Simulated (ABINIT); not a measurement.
# A GW run on ZnSe (Stilleite) in ABINIT, with inputs changed

Aim: change inputs of a GW run on ZnSe (Stilleite) and see what moves.

Main program and level: ABINIT 10.8.3; PBE and many-body steps on it, plane waves.

Most raw output is cut from this account.

## (1) The structure

The structure is cubic, space group F-43m (No. 216). The conventional cell has a = 5.668 Å, b = 5.668 Å, c = 5.668 Å, α = 90.00°, β = 90.00°, γ = 90.00°. Nearest to Zn lie 4 Se at 2.45 Å. Nearest to Se lie 4 Zn at 2.45 Å. Farther neighbours and most contacts between anions are not listed.

Coordinates:

```cif
data_structure
_symmetry_space_group_name_H-M 'P 1'
_symmetry_Int_Tables_number 1
_cell_length_a 4.0076
_cell_length_b 4.0076
_cell_length_c 4.0076
_cell_angle_alpha 60.000
_cell_angle_beta 60.000
_cell_angle_gamma 60.000
_cell_volume 45.51
loop_
_atom_site_label
_atom_site_type_symbol
_atom_site_fract_x
_atom_site_fract_y
_atom_site_fract_z
_atom_site_occupancy
Zn1 Zn 0.00000 0.00000 0.00000 1
Se2 Se 0.25000 0.25000 0.25000 1
```

The cell and positions come from the Crystallography Open Database and are kept as given unless a step says otherwise.

## (2) Screening, 4×4×4 mesh, 157 bands, screening to 190.5 eV

This step: ABINIT 10.8.3; RPA screening on PBE, plane waves, norm-conserving pseudopotentials.

The RPA dielectric matrix is built and inverted for each q.

Contents of run.abi:

```
acell 3*1.0 Angstrom
rprim 
  -0.000000000000 2.833800000000 2.833800000000
  2.833800000000 -0.000000000000 2.833800000000
  2.833800000000 2.833800000000 0.000000000000
ntypat 2
znucl 30 34
natom 2
typat 1 2
xred 
  0.000000000000 0.000000000000 0.000000000000
  0.250000000000 0.250000000000 0.250000000000
pp_dirpath "pseudos"
pseudos "Zn.upf, Se.upf"
ecut 48
ngkpt 4 4 4
nshiftk 1
shiftk 0 0 0
kptopt 1
chksymbreak 0
istwfk *1
occopt 1
irdwfk 1
optdriver 3
nband 157
ecuteps 7
inclvkb 2
awtr 1
symchi 1
indata_prefix "in"
outdata_prefix "out"
tmpdata_prefix "tmp"
```

Launch:

```bash
$ OMP_NUM_THREADS=1 mpirun -n 8 abinit run.abi > log
```

Run time: 67 s. Hardware: 8 MPI ranks of Arm Neoverse V2, shared host; peak memory 2.7 GiB; 9 min of CPU time.

This step gave:

```yaml
eps_infinity_with_local_fields_on_this_mesh_along_the_program_s_q_direction: 13.54
the_same_without_local_fields: 14.48
plasma_frequency: 36.51 eV
plane_waves_in_the_screening_matrix: 283
```

Local fields lower ε∞ by 7 %. On a Γ-centred mesh this coarse the value itself is usually too large, while a short band sum pulls it down.

## (3) Base

The self-energy is evaluated for the states that the input lists, and the levels follow from it, in one-shot runs by the linearised quasiparticle equation.

This step: G0W0 on PBE, plane waves, norm-conserving pseudopotentials.

Changes to run.abi since step 2:

```diff
@@ -23,8 +23,15 @@
 irdwfk 1
-optdriver 3
+optdriver 4
 nband 157
+gwcalctyp 0
+ecutsigx 48
+symsigma 1
+nkptgw 1
+kptgw 
+  0.0000000000 0.0000000000 0.0000000000
+bdgw 
+  20 26
 ecuteps 7
-inclvkb 2
-awtr 1
-symchi 1
+irdscr 1
+ppmodel 1
 indata_prefix "in"
```

Wall time 6.8 s (8 MPI ranks); peak memory 2 GiB; 54 s of CPU time.

Numbers from this step:

```
G0W0 gap on the points computed              : 2.009 eV
starting gap on the mesh                     : 1.289 eV
k of the valence top                         : 0, 0, 0
k of the conduction bottom                   : 0, 0, 0
Z at the valence top                         : 0.801
Z at the conduction bottom                   : 0.818
least direct G0W0 gap on the computed points : 2.009 eV
```

The gap on the mesh goes from 1.29 eV to 2.01 eV, a correction of +0.72 eV.

## (4) Coulomb singularity

Changes to run.abi since step 3:

```diff
@@ -36,2 +36,3 @@
 ppmodel 1
+gw_icutcoul 3
 indata_prefix "in"
```

The job ended after 6.8 s (8 MPI ranks; peak memory 2 GiB).

Numbers from this step:

```
G0W0 gap on the points computed              : 1.994 eV
starting gap on the mesh                     : 1.289 eV
k of the valence top                         : 0, 0, 0
k of the conduction bottom                   : 0, 0, 0
Z at the valence top                         : 0.807
Z at the conduction bottom                   : 0.824
least direct G0W0 gap on the computed points : 1.994 eV
```

Against G0W0 in ABINIT (4×4×4 mesh, 157 bands, screening to 190.5 eV, Godby-Needs plasmon pole), the gap moves by −0.015 eV.

## (5) The runs together

Times are wall times on 8 MPI ranks of Arm Neoverse V2, shared host, good to a factor of about two. A run's time includes the screening step that it read.

| run | mesh | bands | screening cutoff (eV) | DFT gap (eV) | gap on the mesh (eV) | direct (eV) | ε∞ used | time |
| --- | --- | --- | --- | --- | --- | --- | --- | --- |
| base | 4×4×4 | 157 | 190.5 | 1.289 | 2.009 | 2.009 | 13.54 | 74 s |
| Coulomb singularity | 4×4×4 | 157 | 190.5 | 1.289 | 1.994 | 1.994 | 13.54 | 74 s |

## (6) Outcome

- base: 2.009 eV
- Coulomb singularity: 1.994 eV
- known limits: not at the basis limit; no spin-orbit coupling; coarse k mesh

What this shows: Coulomb singularity: −0.015 eV against base (keys changed: gw_icutcoul). Bands and cutoff are finite, so the gap is not at the basis limit. The miss can reach some tenths of an eV and take either sign; the mesh is an error of its own. In the G0W0 runs levels were corrected at 1 k point alone, so a gap called «on the mesh» is the least over those, and an edge elsewhere would be missed. The 4×4×4 mesh is coarse for this cell, which bears on the long-range parts of exchange and screening. The many-body steps are scalar-relativistic: spin-orbit coupling is not in them.

[Paths, hosts, dates, memory and timing lines, banners, echoed tables and standing remarks are left out of the program output.]

[Logs are printed without paths, hosts, clocks, repeated set-up lines and the standing remarks that a program may print on its own settings, such as how far it seeks lower states.]

[Runs of the session that timed out or met a known fault of the program may be left out.]

[Hosts, paths, dates, database ids (printed as entryN), source tags and the programs' standing remarks are cut or masked in the printed files.]

[G0W0 gaps are taken among the corrected bands and points alone; a level outside them can change the order at an edge.]

[Where Ansatz stands beside ABINIT at settings called matched, ABINIT's density can come from a denser mesh and the files from another edition; pairs whose starting gaps differed by over 0.03 eV were left out, so agreement reads better than it is.]
